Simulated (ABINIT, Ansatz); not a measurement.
# Er (P6_3/mmc): from the cell to the phonon bands, part 3 of 4

Aim: the phonon dispersion of Er (P6_3/mmc), checked by a second program.

ABINIT 10.8.3; DFT PBE, scalar-relativistic, plane waves, PseudoDojo norm-conserving, 4f in core pseudopotentials.

So far. Step 4 (Ground state): The cell stands at -1.1 GPa: the relaxation ran with a smoothed and higher cutoff, and the difference is a stress of the finite basis. Step 5 (Zone-centre response): The acoustic modes at Γ come out as far as 1.7 cm⁻¹ from zero, where they should vanish, a small numerical error. The relaxed cell has a = 3.564, c = 5.565 Å (conventional setting).

## Step 7: Dispersion

anaddb transforms the dynamical matrices to force constants and back along the path; points of the mesh come back as solved, but for the sum rule and, in polar crystals, the LO-TO term at Γ; the rest is interpolation.

The input, anaddb.abi:

```
ddb_filepath "all_DDB"
output_file "anaddb.abo"
outdata_prefix "anaddb"
ifcflag 1
ngqpt 3 3 2
nqshft 1
q1shft 0.0 0.0 0.0
asr 1
chneut 0
dipdip 0
dipquad 0
quadquad 0
enunit 0
eivec 0
nph1l 93
qph1l 
    0.0 0.0 0.0 1.0
    0.05 0.0 0.0 1.0
    0.1 0.0 0.0 1.0
    0.15 0.0 0.0 1.0
    0.2 0.0 0.0 1.0
    0.25 0.0 0.0 1.0
    0.3 0.0 0.0 1.0
    0.35 0.0 0.0 1.0
    0.4 0.0 0.0 1.0
    0.45 0.0 0.0 1.0
    0.5 0.0 0.0 1.0
    0.48333333 0.03333333 0.0 1.0
    0.46666667 0.06666667 0.0 1.0
    0.45 0.1 0.0 1.0
    0.43333333 0.13333333 0.0 1.0
    0.41666667 0.16666667 0.0 1.0
    0.4 0.2 0.0 1.0
    0.38333333 0.23333333 0.0 1.0
    0.36666667 0.26666667 0.0 1.0
    0.35 0.3 0.0 1.0
    0.33333333 0.33333333 0.0 1.0
    0.3 0.3 0.0 1.0
    0.26666667 0.26666667 0.0 1.0
    0.23333333 0.23333333 0.0 1.0
    0.2 0.2 0.0 1.0
    0.16666667 0.16666667 0.0 1.0
    0.13333333 0.13333333 0.0 1.0
    0.1 0.1 0.0 1.0
    0.06666667 0.06666667 0.0 1.0
    0.03333333 0.03333333 0.0 1.0
    0.0 0.0 0.0 1.0
    0.0 0.0 0.05 1.0
    0.0 0.0 0.1 1.0
    0.0 0.0 0.15 1.0
    0.0 0.0 0.2 1.0
    0.0 0.0 0.25 1.0
    0.0 0.0 0.3 1.0
    0.0 0.0 0.35 1.0
    0.0 0.0 0.4 1.0
    0.0 0.0 0.45 1.0
    0.0 0.0 0.5 1.0
    0.05 0.0 0.5 1.0
    0.1 0.0 0.5 1.0
    0.15 0.0 0.5 1.0
    0.2 0.0 0.5 1.0
    0.25 0.0 0.5 1.0
    0.3 0.0 0.5 1.0
    0.35 0.0 0.5 1.0
    0.4 0.0 0.5 1.0
    0.45 0.0 0.5 1.0
    0.5 0.0 0.5 1.0
    0.48333333 0.03333333 0.5 1.0
    0.46666667 0.06666667 0.5 1.0
    0.45 0.1 0.5 1.0
    0.43333333 0.13333333 0.5 1.0
    0.41666667 0.16666667 0.5 1.0
    0.4 0.2 0.5 1.0
    0.38333333 0.23333333 0.5 1.0
    0.36666667 0.26666667 0.5 1.0
    0.35 0.3 0.5 1.0
    0.33333333 0.33333333 0.5 1.0
    0.3 0.3 0.5 1.0
    0.26666667 0.26666667 0.5 1.0
    0.23333333 0.23333333 0.5 1.0
    0.2 0.2 0.5 1.0
    0.16666667 0.16666667 0.5 1.0
    0.13333333 0.13333333 0.5 1.0
    0.1 0.1 0.5 1.0
    0.06666667 0.06666667 0.5 1.0
    0.03333333 0.03333333 0.5 1.0
    0.0 0.0 0.5 1.0
    0.5 0.0 0.5 1.0
    0.5 0.0 0.45 1.0
    0.5 0.0 0.4 1.0
    0.5 0.0 0.35 1.0
    0.5 0.0 0.3 1.0
    0.5 0.0 0.25 1.0
    0.5 0.0 0.2 1.0
    0.5 0.0 0.15 1.0
    0.5 0.0 0.1 1.0
    0.5 0.0 0.05 1.0
    0.5 0.0 0.0 1.0
    0.33333333 0.33333333 0.5 1.0
    0.33333333 0.33333333 0.45 1.0
    0.33333333 0.33333333 0.4 1.0
    0.33333333 0.33333333 0.35 1.0
    0.33333333 0.33333333 0.3 1.0
    0.33333333 0.33333333 0.25 1.0
    0.33333333 0.33333333 0.2 1.0
    0.33333333 0.33333333 0.15 1.0
    0.33333333 0.33333333 0.1 1.0
    0.33333333 0.33333333 0.05 1.0
    0.33333333 0.33333333 0.0 1.0
```

The input, mrgddb.in:

```
all_DDB
merged
6
dfpt_gammao_DDB
dfpt_qo_DS1_DDB
dfpt_qo_DS2_DDB
dfpt_qo_DS3_DDB
dfpt_qo_DS4_DDB
dfpt_qo_DS5_DDB
```

The run is started by

```bash
$ mrgddb < mrgddb.in > mrgddb.log
$ OMP_NUM_THREADS=1 anaddb anaddb.abi > anaddb.log
```

anaddb.abo, the main output file:

```text
[banners, grids, parts of the stress and lines that vanish by symmetry left out]
-outvars_anaddb: echo values of input variables ----------------------

 Flags :
[...]
Phonon wavevector (reduced coordinates) :  0.00000  0.00000  0.00000
 Phonon energies in Hartree :
[...]
Phonon frequencies in cm-1    :
-  0.000000E+00  0.000000E+00  0.000000E+00  6.746094E+01  6.746094E+01
-  1.134857E+02
[...]
Phonon wavevector (reduced coordinates) :  0.05000  0.00000  0.00000
 Phonon energies in Hartree :
[...]
Phonon frequencies in cm-1    :
-  9.796656E+00  1.057103E+01  1.585004E+01  6.837816E+01  6.864357E+01
-  1.135215E+02
[...]
Phonon wavevector (reduced coordinates) :  0.10000  0.00000  0.00000
 Phonon energies in Hartree :
[...]
Phonon frequencies in cm-1    :
-  1.933954E+01  2.064784E+01  3.123526E+01  7.095427E+01  7.191216E+01
-  1.135706E+02
[...]
Phonon wavevector (reduced coordinates) :  0.15000  0.00000  0.00000
 Phonon energies in Hartree :
[...]
Phonon frequencies in cm-1    :
-  2.840324E+01  2.979239E+01  4.571600E+01  7.473719E+01  7.657856E+01
-  1.134801E+02
[...]
Phonon wavevector (reduced coordinates) :  0.20000  0.00000  0.00000
 Phonon energies in Hartree :
[...]
Phonon frequencies in cm-1    :
-  3.681129E+01  3.767400E+01  5.889946E+01  7.915837E+01  8.184605E+01
-  1.130591E+02
[...]
Phonon wavevector (reduced coordinates) :  0.25000  0.00000  0.00000
 Phonon energies in Hartree :
[...]
Phonon frequencies in cm-1    :
-  4.410528E+01  4.444089E+01  7.045446E+01  8.367175E+01  8.703551E+01
-  1.121520E+02
  Phonon wavevector (reduced coordinates) :  0.30000  0.00000  0.00000
 Phonon energies in Hartree :
[...]
Phonon frequencies in cm-1    :
-  4.905068E+01  5.120288E+01  8.011605E+01  8.782970E+01  9.167576E+01
-  1.107068E+02
  Phonon wavevector (reduced coordinates) :  0.35000  0.00000  0.00000
 Phonon energies in Hartree :
[...]
Phonon frequencies in cm-1    :
-  5.260302E+01  5.699112E+01  8.767885E+01  9.130790E+01  9.550487E+01
-  1.088329E+02
  Phonon wavevector (reduced coordinates) :  0.40000  0.00000  0.00000
 Phonon energies in Hartree :
[...]
Phonon frequencies in cm-1    :
-  5.493468E+01  6.160485E+01  9.299443E+01  9.389895E+01  9.841877E+01
-  1.068422E+02
  Phonon wavevector (reduced coordinates) :  0.45000  0.00000  0.00000
 Phonon energies in Hartree :
[...]
Phonon frequencies in cm-1    :
-  5.623554E+01  6.468459E+01  9.548800E+01  9.603927E+01  1.003322E+02
-  1.052492E+02
  Phonon wavevector (reduced coordinates) :  0.50000  0.00000  0.00000
 Phonon energies in Hartree :
[...]
Phonon frequencies in cm-1    :
-  5.665105E+01  6.578531E+01  9.602251E+01  9.700390E+01  1.010220E+02
-  1.046276E+02
  Phonon wavevector (reduced coordinates) :  0.48333  0.03333  0.00000
 Phonon energies in Hartree :
[...]
Phonon frequencies in cm-1    :
-  5.718898E+01  6.601236E+01  9.501286E+01  9.784466E+01  1.009266E+02
-  1.043917E+02
  Phonon wavevector (reduced coordinates) :  0.46667  0.06667  0.00000
 Phonon energies in Hartree :
[...]
Phonon frequencies in cm-1    :
-  5.874370E+01  6.668969E+01  9.349716E+01  9.886694E+01  1.006441E+02
-  1.036899E+02
  Phonon wavevector (reduced coordinates) :  0.45000  0.10000  0.00000
 Phonon energies in Hartree :
[...]
Phonon frequencies in cm-1    :
-  6.115373E+01  6.780563E+01  9.184427E+01  9.974024E+01  1.001862E+02
-  1.025393E+02
[...]
Phonon wavevector (reduced coordinates) :  0.10000  0.00000  0.50000
 Phonon energies in Hartree :
[...]
Phonon frequencies in cm-1    :
-  5.241219E+01  5.241219E+01  5.414021E+01  5.414021E+01  8.287235E+01
-  8.287235E+01
  Phonon wavevector (reduced coordinates) :  0.15000  0.00000  0.50000
 Phonon energies in Hartree :
[...]
Phonon frequencies in cm-1    :
-  5.644439E+01  5.644439E+01  5.896093E+01  5.896093E+01  8.440491E+01
-  8.440491E+01
  Phonon wavevector (reduced coordinates) :  0.20000  0.00000  0.50000
 Phonon energies in Hartree :
[...]
Phonon frequencies in cm-1    :
-  6.089945E+01  6.089945E+01  6.282091E+01  6.282091E+01  8.745905E+01
-  8.745905E+01
  Phonon wavevector (reduced coordinates) :  0.25000  0.00000  0.50000
 Phonon energies in Hartree :
[...]
Phonon frequencies in cm-1    :
-  6.500145E+01  6.500145E+01  6.518236E+01  6.518236E+01  9.194364E+01
-  9.194364E+01
  Phonon wavevector (reduced coordinates) :  0.30000  0.00000  0.50000
 Phonon energies in Hartree :
[...]
Phonon frequencies in cm-1    :
-  6.591509E+01  6.591509E+01  6.889995E+01  6.889995E+01  9.693615E+01
-  9.693615E+01
  Phonon wavevector (reduced coordinates) :  0.35000  0.00000  0.50000
 Phonon energies in Hartree :
[...]
Phonon frequencies in cm-1    :
-  6.619572E+01  6.619572E+01  7.184175E+01  7.184175E+01  1.014908E+02
-  1.014908E+02
[...]
Phonon wavevector (reduced coordinates) :  0.33333  0.33333  0.05000
 Phonon energies in Hartree :
[...]
Phonon frequencies in cm-1    :
-  7.922975E+01  7.922975E+01  8.709104E+01  8.709104E+01  9.556567E+01
-  1.021729E+02
  Phonon wavevector (reduced coordinates) :  0.33333  0.33333  0.00000
 Phonon energies in Hartree :
[...]
Phonon frequencies in cm-1    :
-  8.144367E+01  8.144367E+01  8.515443E+01  8.515443E+01  9.558292E+01
-  1.022686E+02
-
```

It took 0.52 s on 1 thread of Arm Neoverse V1, shared host.

Numbers from this step:

```yaml
lowest_frequency_on_the_path: 0 cm⁻¹
```

Anaddb. The phonon branches at the labelled points (cm⁻¹):

```csv
point,branch 1,branch 2,branch 3,branch 4,branch 5,branch 6
Γ,0,0,0,68,68,114
halfway,44,44,70,84,87,112
M,57,66,96,97,101,105
halfway,68,71,88,99,99,101
K,81,81,85,85,96,102
halfway,50,57,69,89,90,110
Γ,0,0,0,68,68,114
halfway,26,26,45,63,63,106
A,48,48,48,48,82,82
halfway,65,65,65,65,92,92
L,66,66,76,76,108,108
halfway,57,57,87,87,106,106
H,53,53,97,97,101,101
halfway,60,60,75,75,94,94
A,48,48,48,48,82,82
jump to L,66,66,76,76,108,108
halfway,62,62,84,90,104,108
M,57,66,96,97,101,105
jump to H,53,53,97,97,101,101
halfway,64,64,95,97,97,100
K,81,81,85,85,96,102
```

The phonon branches as a text plot (rows in cm⁻¹):

```
    111 |*****           *******
    106 |     ****              *        *****           ****
    102 |       *********               *     ****         *** **
     97 |     **** ******        *     *       *  *         *****
     92 |    ***  * * *  *            *       * *  *       *   *
     88 |    **    *     *        *          *   *  **    *     *
     83 |   *       ***   *        ***      *     *   *****
     78 |  ***      * ***  *               *             *      *
     73 | **       *   **   *     *     ***        *           *
     69 |**       *      *   ***       *            *    *
     64 |      ****     *       *     ******         *    ***
     59 |   * *  *       **      *   *      *     ****   * *  *
     54 |     ***                   **       *****    *     **
     50 |    *           * *      **                   **
     45 |  *              *     * *
     40 |                 *
     36 |   *              **    *
     31 | **               *
     26 |  *                *   *
     21 | *                 *
     17 |*                   * *
     12 |*                   * *
      7 |
      2 |                     *
         Γ      M    K        Γ   A       L    H       A|L M|H  K
```

All branches are real along the path.

## Step 8: Sums over the zone

Sums over the zone need many more wavevectors than were solved, so the interpolation is sampled on a dense mesh.

The input, anaddb.abi:

```
ddb_filepath "all_DDB"
output_file "anaddb.abo"
outdata_prefix "anaddb"
ifcflag 1
ngqpt 3 3 2
nqshft 1
q1shft 0.0 0.0 0.0
asr 1
chneut 0
dipdip 0
dipquad 0
quadquad 0
prtdos 2
ng2qpt 15 15 8
dosdeltae 4.5563e-06
ntemper 11
temperinc 100.0
tempermin 0.0
```

The run is started by

```bash
$ OMP_NUM_THREADS=1 anaddb anaddb.abi > anaddb.log
```

anaddb.abo, the main output file:

```text
-outvars_anaddb: echo values of input variables ----------------------

 Flags :
     ifcflag         1
 Miscellaneous information :
         asr         1
      chneut         0
 Interatomic Force Constants Inputs :
      dipdip         0
     dipquad         0
    quadquad         0
      ifcana         0
      ifcout         0
 Description of grid 1 :
        brav         1
       ngqpt         3         3         2
      nqshft         1
      q1shft
                     0.00000000E+00  0.00000000E+00  0.00000000E+00
 Phonon DOS information :
   dosdeltae  4.55630000E-06
    dossmear  4.55633525E-06
 Description of grid 2 (Fourier interp. or BZ sampling):
      ng2qpt        15        15         8
      ngrids         4
      q2shft         0.00000000E+00  0.00000000E+00  0.00000000E+00

================================================================================

 read the DDB information and perform some checks

  ==== Info on the Cryst% object ====
 Real(R)+Recip(G) space primitive vectors, cartesian coordinates (Bohr,Bohr^-1):
 R(1)=  6.7341667  0.0000000  0.0000000  G(1)=  0.1484965  0.0857345  0.0000000
 R(2)= -3.3670834  5.8319595  0.0000000  G(2)=  0.0000000  0.1714690  0.0000000
 R(3)=  0.0000000  0.0000000 10.5163431  G(3)=  0.0000000  0.0000000  0.0950901
 Unit cell volume ucvol=  4.1301242E+02 bohr^3
 Angles (23,13,12)=  9.00000000E+01  9.00000000E+01  1.20000000E+02 degrees
 Time-reversal symmetry is present
 Reduced atomic positions [iatom, xred, symbol]:
    1)    0.3333333  0.6666667  0.2500000  Er
    2)    0.6666667  0.3333333  0.7500000  Er

 DDB file with 6 blocks has been read.

================================================================================

 Calculation of the interatomic forces

       Homogeneous q point set in the B.Z.
 Grid q points  :       18
  1)   0.00000000E+00  0.00000000E+00  0.00000000E+00
  2)   3.33333333E-01  0.00000000E+00  0.00000000E+00
  3)  -3.33333333E-01  0.00000000E+00  0.00000000E+00
  4)   0.00000000E+00  3.33333333E-01  0.00000000E+00
  5)   3.33333333E-01  3.33333333E-01  0.00000000E+00
  6)  -3.33333333E-01  3.33333333E-01  0.00000000E+00
  7)   0.00000000E+00 -3.33333333E-01  0.00000000E+00
  8)   3.33333333E-01 -3.33333333E-01  0.00000000E+00
  9)  -3.33333333E-01 -3.33333333E-01  0.00000000E+00
 10)   0.00000000E+00  0.00000000E+00  5.00000000E-01
 11)   3.33333333E-01  0.00000000E+00  5.00000000E-01
 12)  -3.33333333E-01  0.00000000E+00  5.00000000E-01
 13)   0.00000000E+00  3.33333333E-01  5.00000000E-01
 14)   3.33333333E-01  3.33333333E-01  5.00000000E-01
 15)  -3.33333333E-01  3.33333333E-01  5.00000000E-01
 16)   0.00000000E+00 -3.33333333E-01  5.00000000E-01
 17)   3.33333333E-01 -3.33333333E-01  5.00000000E-01
 18)  -3.33333333E-01 -3.33333333E-01  5.00000000E-01

 The interatomic forces have been obtained

================================================================================

 Calculation of phonon density of states

 Average speed of sound partial sums:     0.9459140996E-03 (at units)
-                                   =           2.0694 [km/s]

 Debye frequency from partial sums:     0.4950863891E-03 (Ha)
-                                 =     0.3257511953E+01 (THz)
-Debye temperature from partial sums:     0.1563359168E+03 (K)

 Average speed of sound:     0.9946078384E-03 (at units)
-                      =           2.1759 [km/s]

 Debye frequency from DOS:     0.5205724320E-03 (Ha)
-                        =     0.3425202060E+01 (THz)
-Debye temperature from DOS:     0.1643837726E+03 (K)

-
```

Wall time 0.54 s (1 thread).

Numbers from this step:

```
share of modes beyond 3i cm⁻¹ on the dense interpolated mesh : 0
zero-point energy per atom                                   : 14.63 meV
heat capacity at 300 K                                       : 24.63 J/(mol atoms K)
vibrational entropy at 300 K                                 : 50.40 J/(mol atoms K)
```

Tetrahedra. The phonon density of states by wavenumber; read off at these points:

```csv
wavenumber (cm⁻¹),phonon density of states (1/cm⁻¹/cell)
0.0,0
5.0,1.0e-4
10.0,4.0e-4
15.0,0.0013
20.0,0.00256
25.0,0.00465
30.0,0.00733
35.0,0.0108
40.0,0.0162
45.0,0.0244
50.0,0.0398
55.0,0.110
58.0,0.122
60.0,0.0956
65.0,0.0946
70.0,0.0701
75.0,0.0847
80.0,0.0872
84.0,0.107
85.0,0.0978
90.0,0.0885
94.0,0.100
95.0,0.0998
100.0,0.105
105.0,0.138
106.0,0.144
110.0,0.0293
115.0,0
```

Harmonic thermodynamic functions per atom, summed over the density of states scaled to three modes an atom; melting is ignored. Thermodynamic functions:

```csv
T (K),F_vib (meV/atom),S (J/mol-atom/K),C_V (J/mol-atom/K)
0,14.63,0,0
50,12.85,10.43,16.5
100,3.63,24.2,22.32
200,-30.74,40.48,24.25
300,-78.16,50.4,24.63
400,-134.2,57.5,24.77
500,-196.8,63.04,24.83
600,-264.6,67.57,24.86
700,-336.6,71.4,24.89
800,-412.4,74.73,24.9
900,-491.4,77.66,24.91
1000,-573.3,80.28,24.91
```

At 300 K the heat capacity has reached 99 % of the Dulong-Petit value.

(Continued in part 4 of 4.)

[Host names and launcher messages were left out of these logs when they were recorded.]

[Logs are printed without paths, hosts, clocks, repeated set-up lines and the standing remarks that a program may print on its own settings, such as how far it seeks lower states.]

[Hosts, paths, dates, database ids (printed as entryN), source tags and the programs' standing remarks are cut or masked in the printed files.]
